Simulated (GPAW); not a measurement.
# Surface energy and work function of Mo(100) from slabs of 4 to 14 layers (PBE)

How do energy and work function of Mo(100) films settle with thickness, and what surface energy follows?

Set-up. GPAW 26.7.0, plane waves at 450 eV with PAW setups; symmetric 1×1 slabs cut at the tabulated lattice constant (two decimals; low-temperature values for the alkali metals), atoms at bulk places, 7.5 Å of vacuum on each side, one in-plane mesh for all thicknesses, Fermi-Dirac smearing of 0.1 eV. Energies are extrapolated to zero smearing and count from the program's reference atoms. Functional PBE. The cell's area is 9.922 Å².

The runs, one held back:

```tsv
layers	energy (eV)	work function (eV)
4	−40.6941	3.86
5	−51.9368	3.97
6	−63.2781	3.92
7	−74.4976	3.95
8	−85.7503	3.93
9	−97.0061	3.93
10	−108.2552	3.94
11	−119.5258	3.93
12	−130.7568	3.93
14	?	?
```

**Question.** What surface energy do these runs give, and what energy and work function should the 14-layer slab have?

A: A slab of n layers has E(n) = nε + 2Aγ once its middle is bulk-like. A line through n = 6 to 12 has the slope ε = −11.2499 eV a layer and the intercept 2Aγ = 4.2392 eV (r.m.s. residual 11.2 meV). So γ = 4.2392 / (2 × 9.922 Å²) = 0.2136 eV/Å² = 3.42 J/m², with a standard error of about 0.02 J/m² from the scatter about the line. For 14 layers: 4.2392 + 14 × (−11.2499) = −153.260 eV; the run gives −153.274 eV, 14.2 meV under the line. The work function has no such law: from 6 to 12 layers it moves between 3.92 and 3.95 eV (mean 3.93), and the 14-layer slab gives 3.93 eV. The thinnest slab, 4 layers, lies −0.07 eV from that mean. The values go up and down with thickness, as expected where levels confined across the film cross the Fermi level one by one. The measured value for this face is 4.45 eV (“Anisotropic work function of elemental crystals” (2019, arxiv:1902.07811)), for a face that reconstructs.

Caveats: The surfaces are unrelaxed, so γ is an upper bound for this functional and lattice constant. The tabulated lattice constant isn't the functional's own, which strains the slab a little.

[Logs are printed without paths, hosts, clocks, repeated set-up lines and the standing remarks that a program may print on its own settings, such as how far it seeks lower states.]
